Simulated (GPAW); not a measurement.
Consider CuSe2 (Pnnm).

```xyz
6
Lattice="5.0252 0.0000 0.0000 0.0000 6.1941 0.0000 0.0000 0.0000 3.7447" Properties=species:S:1:pos:R:3 pbc="T T T"
Se    3.4347    0.7129    1.8723
Se    1.5905    5.4812    1.8723
Se    0.9221    2.3841    0.0000
Se    4.1031    3.8100    0.0000
Cu    2.5126    3.0970    1.8723
Cu    0.0000    0.0000    0.0000
```

Absorber: atom 5, with 6 Se at 2.56 Å (octahedral, site symmetry 2/m). Method: GPAW, LDA, excited-electron core hole (neutral cell), 12-atom cell with 6.3 Å between holes, 3×3×3 k points, dipole transitions, Gaussian full width 1.55 eV up to 4 eV, rising linearly to 3.5 eV at 25 eV.

Question: Predict the near-edge structure at the Cu K edge.

Main maxima up to 30 eV above the zero (height): 1.6 eV (0.15), 6.4 eV (2.28), 11.8 eV (1.29) and 26.6 eV (1.03). A K edge sees empty p states on the absorber. The total-energy difference is 8991.01 eV. One term is added: -29.79 eV, since the hole is spin-paired here and a spin-polarised one costs that much less in the free atom (computed apart). The photon energy is then 8961.22 eV. The tabulated edge of the element is 8979 eV. The functional leaves an error in such absolute values: in the free atom LDA prices this hole 18.3 eV below PBE (computed apart), and PBE is itself good to a few eV.

The Cu K spectrum (energy from the lowest empty level; intensity scaled to a mean of 1 over the first 20 eV; polarised curves are means over the symmetry-equivalent atoms):

```
E (eV)  isotropic  ε ∥ x  ε ∥ y  ε ∥ z
  -2.0       0.00   0.00   0.00   0.00
  -1.5       0.00   0.00   0.00   0.00
  -1.0       0.01   0.01   0.01   0.01
  -0.5       0.02   0.02   0.03   0.02
   0.0       0.05   0.04   0.06   0.04
   0.5       0.08   0.07   0.09   0.07
   1.0       0.12   0.13   0.11   0.12
   1.5       0.15   0.16   0.13   0.16
   2.0       0.14   0.14   0.11   0.15
   2.5       0.10   0.11   0.08   0.11
   3.0       0.11   0.13   0.08   0.12
   3.5       0.20   0.23   0.19   0.19
   4.0       0.39   0.42   0.45   0.31
   4.5       0.73   0.78   0.86   0.55
   5.0       1.22   1.30   1.33   1.03
   5.5       1.78   1.85   1.73   1.76
   6.0       2.19   2.19   1.94   2.42
   6.5       2.26   2.17   1.95   2.65
   7.0       2.06   1.96   1.85   2.38
   7.5       1.76   1.75   1.72   1.81
   8.0       1.48   1.57   1.61   1.27
   8.5       1.29   1.37   1.53   0.97
   9.0       1.16   1.17   1.44   0.87
   9.5       1.11   1.07   1.35   0.89
  10.0       1.12   1.09   1.30   0.96
  10.5       1.17   1.18   1.28   1.06
  11.0       1.24   1.27   1.25   1.21
  11.5       1.29   1.31   1.19   1.35
  12.0       1.29   1.31   1.11   1.44
  12.5       1.25   1.26   1.07   1.43
  13.0       1.19   1.17   1.05   1.35
  13.5       1.12   1.07   1.05   1.23
  14.0       1.04   0.98   1.04   1.11
  14.5       0.97   0.91   1.00   1.00
  15.0       0.92   0.86   0.97   0.93
  15.5       0.89   0.84   0.96   0.89
  16.0       0.90   0.85   0.98   0.87
  16.5       0.92   0.88   1.01   0.89
  17.0       0.95   0.91   1.02   0.92
  17.5       0.96   0.94   0.98   0.96
  18.0       0.96   0.96   0.92   1.00
  18.5       0.95   0.97   0.85   1.02
  19.0       0.93   0.98   0.80   1.02
  19.5       0.92   0.97   0.78   1.00
  20.0       0.92   0.97   0.82   0.97
  20.5       0.93   0.95   0.88   0.95
  21.0       0.95   0.94   0.97   0.93
  21.5       0.97   0.92   1.05   0.93
  22.0       0.99   0.92   1.09   0.94
  22.5       1.00   0.93   1.10   0.95
  23.0       1.00   0.96   1.06   0.97
  23.5       0.99   1.00   1.00   0.98
  24.0       0.99   1.05   0.93   1.00
  24.5       0.99   1.09   0.89   1.01
  25.0       1.00   1.11   0.88   1.01
  25.5       1.01   1.11   0.92   1.01
  26.0       1.02   1.10   0.98   1.00
  26.5       1.03   1.06   1.05   0.98
  27.0       1.03   1.00   1.11   0.96
  27.5       1.02   0.95   1.15   0.95
  28.0       1.00   0.90   1.15   0.93
  28.5       0.98   0.88   1.12   0.92
  29.0       0.95   0.87   1.07   0.91
  29.5       0.93   0.89   1.00   0.90
  30.0       0.91   0.91   0.93   0.89
  30.5       0.89   0.94   0.87   0.88
  31.0       0.89   0.96   0.82   0.88
  31.5       0.89   0.98   0.80   0.89
  32.0       0.90   0.99   0.80   0.92
```

The script folds with a Gaussian, whereas the core hole's own line is a Lorentzian, so the onset is too steep and the first peak too high. The unit cell's mesh shows no gap over 0.35 eV. That is right for a metallic compound; for a small-gap or correlated insulator it would be the fault of the functional or of the assumed magnetic order, and the hole would be screened too well. The holes are only 6.3 Å apart, so the shape is probably not converged with cell size; no larger cell was run here. The mesh is coarse (0.39 Å⁻¹ between points), so small maxima may be mesh ripples. The structure is a published determination, not relaxed.

[Banner, clock and machine lines of the logs are left out without a mark of their own.]

[Logs are printed without paths, hosts, clocks, repeated set-up lines and the standing remarks that a program may print on its own settings, such as how far it seeks lower states.]

[Hosts, paths, dates, database ids (printed as entryN), source tags and the programs' standing remarks are cut or masked in the printed files.]

[Lists of maxima count a maximum above −3 eV only where it reaches 4 % of the highest in the window and stands out from its surroundings by 2 % of it (1.5 % where it reaches 55 %); shoulders and weaker maxima are passed over, and of the rest the first, up to two pre-edge ones and the few strongest are named.]
